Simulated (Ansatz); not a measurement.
# LiCaCl3 (model cell, started as cubic perovskite with Ca in the octahedra): following an unstable mode, part 3 of 3

Wanted: the energy along a soft mode of LiCaCl3 (model cell, started as cubic perovskite with Ca in the octahedra) and the structure at the end.

Ansatz 0.2.0; DFT PBEsol, scalar-relativistic, plane waves, PAW; PAW set soft_1.

So far. Step 5 (Energy along the mode, all amplitudes (two of the runs …): The lowest of the steps tried is the last one, at 0.6 Å, 31.1 meV/atom below the parent; the bottom of the well need not coincide with a step. Step 7 (The new phase in its own primitive cell): The forces vanish by symmetry and the pressure is 0.000 GPa, within the tolerances set. The cell now holds 29.99 Å³/atom. The relaxed cell has a = 5.327, c = 5.283 Å (conventional setting).

The structure was built from a prototype and need not be the compound's stable phase.

**8. Modes of the new phase**

A relaxed structure may still be a saddle point, so its zone-centre modes are computed. The response to a homogeneous field gives the Born charges and the dielectric tensor.

File input.yaml:

```yaml
crystal:
  lattice:
    - [5.3274646243, 0.0, 0.0]
    - [0.0, 5.3274646243, 0.0]
    - [0.0, 0.0, 5.2833260665]
  atoms:
    - { symbol: Li, position: [0.0, 0.0, 0.0] }
    - { symbol: Ca, position: [0.5, 0.5, 0.0] }
    - { symbol: Cl, position: [0.5, 0.0, 0.0] }
    - { symbol: Cl, position: [0.5, 0.5, 0.5] }
    - { symbol: Cl, position: [0.0, 0.5, 0.0] }
kpoints:
  mp_grid: { grid: [4, 4, 4] }
hamiltonian:
  xc: pbesol
  pseudopotentials: { kind: paw, azcp: { folder: soft_1 }, xc_functional: pbe }
scf:
  occupations: { method: fixed }
output:
  eigenvalues: true
phonons:
  method: dfpt
  dielectric: true
  rigid_motions: translations
```

Launch:

```sh
> ansatz run input.yaml --threads 4 --pin off --max-ram 16384MiB --backend cpu --events-out ev --progress --plain --runs-dir out
```

Numbers of over 12 decimals in the logs are rounded to 6 here.

The program printed:

```text
[...]
Crystal: 5 atoms, lattice volume = 149.951 Å³
Basis set: ecut = 420 eV, 2945 PW (Γ), exchange–correlation on 72×72×72 points (8 copies of the dense FFT grid, shifted against one another)
Bands: 22, of which v1, the nominal top of the filled ones, is band 17 counted from 1 (16 counted from 0)
Symmetry: 16 space group operations
k-points: 36 of 64 (irreducible under 1 space group operation, time reversal used)
[...]
SCF iter   1: F=—  HF=-5191.981028 eV  |F-HF|=—  |Δ(HF+E_count)|=         —  Δρ=5.22e-2  dr2=8.46e0  ethr=3.10e-3  ⟨swp⟩=6.1  Hψ=4242  notcnv=0  defer=84
[...]
SCF iter  12: F=-5189.212881 eV  HF=-5189.212881 eV  |F-HF|=2.18e-11  |Δ(HF+E_count)|=  1.55e-10  Δρ=5.72e-8  dr2=5.24e-12  ethr=1.00e-12  ⟨swp⟩=7.0  Hψ=3839  notcnv=0
SCF 1 converged in 12 iterations: F = -5189.212881 eV  dr2 = 5.24e-12
[...]
DFPT response loops at Γ: preconditioner auto → none (the input reference at scf.mixing.eps_inf says where Resta's filter doesn't serve); β = 0.50; Broyden in place of MSR1
── the response to a field inside a basis, on 4×4×4 k-points: an SCF that follows is theirs, and a resumed run solves both again ──
Bands: 18, of which v1, the nominal top of the filled ones, is band 17 counted from 1 (16 counted from 0)
k-points: 6 of 64
[...]
Eigensolver: Dense (6 Hₖ)
SCF iter   1: F=—  HF=-5189.208469 eV  |F-HF|=—  |Δ(HF+E_count)|=         —  Δρ=7.04e-5  dr2=1.32e-6  ethr=1.00e-1
[...]
SCF iter   3: F=-5189.208472 eV  HF=-5189.208472 eV  |F-HF|=1.16e-9  |Δ(HF+E_count)|=   8.61e-7  Δρ=1.34e-6  dr2=1.92e-9  ethr=1.14e-9
SCF 1 converged in 3 iterations: F = -5189.208472 eV  dr2 = 1.92e-9
[...]
SCF converged after 12 iterations
Free energy (F): -5189.212881 eV
[...]
Internal energy: -5189.212881 eV  (E = F + TS)
E sigma→0 (E₀):  -5189.212881 eV
Fermi energy:    0.360546 eV
[...]
--- Band table (eV; the first three rows and the last of 36) ---
  k-point 0: bands = [... 13 lower, -0.8366, -0.0874, 0.1738, 0.1738, 4.8124, 5.2220, 5.6958, 5.6958, ... 1 higher]
  k-point 1: bands = [... 13 lower, -0.8831, -0.6817, -0.0051, -0.0051, 5.2177, 5.2528, 6.1967, 6.1967, ... 1 higher]
  k-point 2: bands = [... 13 lower, -1.1785, -0.9286, -0.1802, -0.1802, 5.2844, 5.8102, 6.7295, 6.7876, ... 1 higher]
  k-point 35: bands = [... 13 lower, -1.1779, -0.9562, 0.3605, 0.3605, 5.6950, 6.9579, 6.9579, 7.4247, ... 1 higher]
--- Phonons (Γ-DFPT): 9 representative perturbations + reference, on 36 of 64 k-points (Σ response iterations 31) ---
  k mesh reduced under 1 symmetry operation, with k and −k counted as one. Each operation leaves every solved perturbation unchanged. A smaller set is not considered because the run solves the response to a homogeneous field
  ASR residual: 3.967e-4 → 0.000e0 eV/Å²; symmetrization residual: 1.487e-6 eV/Å²
  ASR residual per site (eV/Å²): 3.97e-4 1.78e-5 2.41e-4 1.02e-4 2.41e-4
[...]
ε∞ (high-frequency dielectric tensor):
        2.465774     0.000000     0.000000
        0.000000     2.465774     0.000000
        0.000000     0.000000     2.451019
  softest optical mode at Γ: -75.62 cm⁻¹; the repairs (sum rule, projections) moved no ω² at Γ by more than (4.05 cm⁻¹)²
  Born effective charges Z* (e; rows j = field, columns β = displacement):
    site 0:
         1.36140    0.00000    0.00000
         0.00000    1.36140    0.00000
         0.00000    0.00000    0.68074
    site 1:
         2.29224   -0.00000    0.00000
        -0.00000    2.29224    0.00000
         0.00000    0.00000    2.58564
    site 2:
        -1.16011    0.00000    0.00000
         0.00000   -1.77601    0.00000
         0.00000    0.00000   -0.51181
    site 3:
        -0.71752    0.00000    0.00000
         0.00000   -0.71752    0.00000
         0.00000    0.00000   -2.24275
    site 4:
        -1.77601    0.00000    0.00000
         0.00000   -1.16011    0.00000
         0.00000    0.00000   -0.51181
  Z* charge neutrality: 9.101e-3 e pre-enforcement
  solved inside a basis spanned on kpoints, on 4×4×4 k-points, its susceptibility summed on 8×8×8: ε∞ is read to err by 5.3e-3, Z* by 1.6e-2 e (field_mesh: kpoints solves on kpoints); Z* is corrected for what the basis lacks
  optical modes at Γ without the LO–TO term, one row a degenerate level:
      ω (cm⁻¹)  modes    IR ((D/Å)²/amu)
        -75.62      2            12.6777
         21.52      1             0.0052
         52.96      2             2.3805
         64.41      1             0.0000
        127.91      1             2.4967
        141.21      2             0.4169
        268.64      1             6.5016
        288.11      2             9.4243
  optical modes at Γ + LO–TO along q̂ = [1.0000, 0.0000, 0.0000]:
      ω (cm⁻¹)  modes    IR ((D/Å)²/amu)
        -75.62      1             6.3388
         21.52      1             0.0052
         32.88      1             0.0558
         52.96      1             1.1902
         64.41      1             0.0000
        127.91      1             2.4967
        133.75      1             0.4464
        141.21      1             0.2084
        167.84      1             2.5019
        268.64      1             6.5016
        288.11      1             4.7121
        353.14      1             9.4456
  optical modes at Γ + LO–TO along q̂ = [0.0000, 1.0000, 0.0000]:
      ω (cm⁻¹)  modes    IR ((D/Å)²/amu)
        -75.62      1             6.3388
         21.52      1             0.0052
[...]
167.84      1             2.5019
        268.64      1             6.5016
        288.11      1             4.7121
        353.14      1             9.4456
  optical modes at Γ + LO–TO along q̂ = [0.0000, 0.0000, 1.0000]:
      ω (cm⁻¹)  modes    IR ((D/Å)²/amu)
        -75.62      2            12.6777
         21.81      1             0.0009
         52.96      2             2.3805
         64.41      1             0.0000
        141.21      2             0.4169
        156.39      1             0.7250
        288.11      2             9.4243
        341.04      1             8.2775
```

The job ended after 44 s (4 threads of Arm Neoverse V1, shared host; peak memory 0.83 GiB; 2.7 min of CPU time).

Numbers from this step:

- sum-rule residual before enforcement: 3.97e-4 eV/Å²
- miss of the charge sum rule: 0.009101 e
- estimated error of the dielectric tensor: 0.005268
- estimated error of the Born charges: 0.01605 e
- point group: 4/mmm
- highest optical mode at the zone centre (no LO-TO term): 288.1 cm⁻¹
- lowest optical zone-centre mode: -75.62 cm⁻¹
- mean high-frequency dielectric constant: 2.461
- largest Born charge (third of the trace): 2.39 e
- top of the zone-centre spectrum with the field: 353.1 cm⁻¹

Without the LO-TO term. Patterns of degenerate modes are one choice out of their space. Modes at Γ, with each element's share of the kinetic energy (negative means imaginary):

```tsv
mode	frequency (cm⁻¹)	symmetry	Li %	Ca %	Cl %
1	-75.6	Eu	54	2	44
2	-75.6	Eu	54	2	44
3	0.0	acoustic	5	26	69
4	0.0	acoustic	5	26	69
5	0.0	acoustic	5	26	69
6	21.5	A2u	35	29	36
7	53.0	Eu	9	5	86
8	53.0	Eu	9	5	86
9	64.4	B2u	0	0	100
10	127.9	A2u	60	8	32
11	141.2	Eu	32	28	40
12	141.2	Eu	32	28	40
13	268.6	A2u	0	37	63
14	288.1	Eu	0	39	61
15	288.1	Eu	0	39	61
```

Displacements in mode 2 (-75.6 cm⁻¹), the largest set to 1:
```
Li1 -0.01  1.00  0.00
Ca2  0.00  0.09  0.00
Cl3  0.00  0.06  0.00
Cl4  0.00  0.03  0.00
Cl5  0.00 -0.39  0.00
```

Displacements in mode 7 (53.0 cm⁻¹), the largest set to 1:
```
Li1  0.00 -0.81  0.00
Ca2  0.00 -0.24  0.00
Cl3  0.00 -0.17  0.00
Cl4  0.00  1.00  0.00
Cl5  0.00 -0.41  0.00
```

Optical modes at the zone centre, without and with the macroscopic field of the longitudinal modes; each column is sorted by frequency, so a row need not hold one and the same mode. Modes with and without the field, by row:

```tsv
rank among optical modes	no field (cm⁻¹)	q along (1, 0, 0) (cm⁻¹)	q along (0, 0, 1) (cm⁻¹)
1	-75.6	-75.6	-75.6
2	-75.6	21.5	-75.6
3	21.5	32.9	21.8
4	53	53	53
5	53	64.4	53
6	64.4	127.9	64.4
7	127.9	133.8	141.2
8	141.2	141.2	141.2
9	141.2	167.8	156.4
10	268.6	268.6	288.1
11	288.1	288.1	288.1
12	288.1	353.1	341
```

Born charge (rows field, columns displacement) (e), principal values of the symmetric part by kind of site:

```tsv
atom	atoms with these values	low	middle	high	mean
Li1	1	0.68	1.36	1.36	1.13
Ca2	1	2.29	2.29	2.59	2.39
Cl3	2	-1.78	-1.16	-0.51	-1.15
Cl4	1	-2.24	-0.72	-0.72	-1.23
```

In full for Cl4:

```
-0.72  0.00  0.00
 0.00 -0.72  0.00
 0.00  0.00 -2.24
```

High-frequency dielectric tensor:

```
2.47 0.00 0.00
0.00 2.47 0.00
0.00 0.00 2.45
```

Transverse modes; imaginary modes are left out. Infrared lines, with heights relative to the strongest:

```tsv
position (cm⁻¹)	label	relative intensity
22	A2u	0.1
53	Eu	25
64	B2u	0.0
128	A2u	26
141	Eu	4.4
269	A2u	69
288	Eu	100
```

Before it was imposed, the acoustic sum rule was missed by 4.0e-4 eV/Å² and the charge sum rule by 0.0091 e. Small misses are needed for a sound result but don't prove that mesh and cutoff are converged. The lowest optical mode is imaginary, 75.6i cm⁻¹, so the energy falls along it.

**9. Results**

* unstable mode of the parent: q = (0, 0, 0), 181i cm⁻¹
* depth at the lowest point sampled: 31.1 meV/atom
* largest atomic shift at that point: 0.6 Å
* space group reached (within 0.01 Å): P4/mmm
* energy gained over the parent (first relaxation, on the mesh of the frozen mode): 146 meV/atom
* volume per atom, phase reached: 30.0 Å³
* gap on the k-mesh, phase reached: 4.45 eV
* lowest optical zone-centre mode, phase reached: -75.6 cm⁻¹
* highest optical mode at the zone centre (no LO-TO term), phase reached: 288 cm⁻¹

In words: Along this mode the structure falls into P4/mmm, 146 meV/atom below the parent. At the parent's cell the well is 31.07 meV/atom deep on the steps tried, with its lowest point at a shift of 0.6 Å. That is the last step tried, so the steps alone don't bracket the bottom of the well. Relaxing atoms and cell changes the gain by +115.08 meV/atom against the lowest step (energies at zero smearing). Most of the total comes from this relaxation. The new phase still has an imaginary mode at the zone centre of its cell, so it is a saddle point on the way to a lower structure. Of the 6 patterns followed to their end from this parent, this one ends 89.0 meV/atom above the lowest, Imma. Each path keeps the symmetry of its pattern, so a lower phase may lie along a pattern not tried. The PAW files were made for PBE and serve the other functionals too. The starting cell was built on a prototype and not taken from a measurement, so the phase need not exist.

[Logs are printed without paths, hosts, clocks, repeated set-up lines and the standing remarks that a program may print on its own settings, such as how far it seeks lower states.]

[Hosts, paths, dates, database ids (printed as entryN), source tags and the programs' standing remarks are cut or masked in the printed files.]
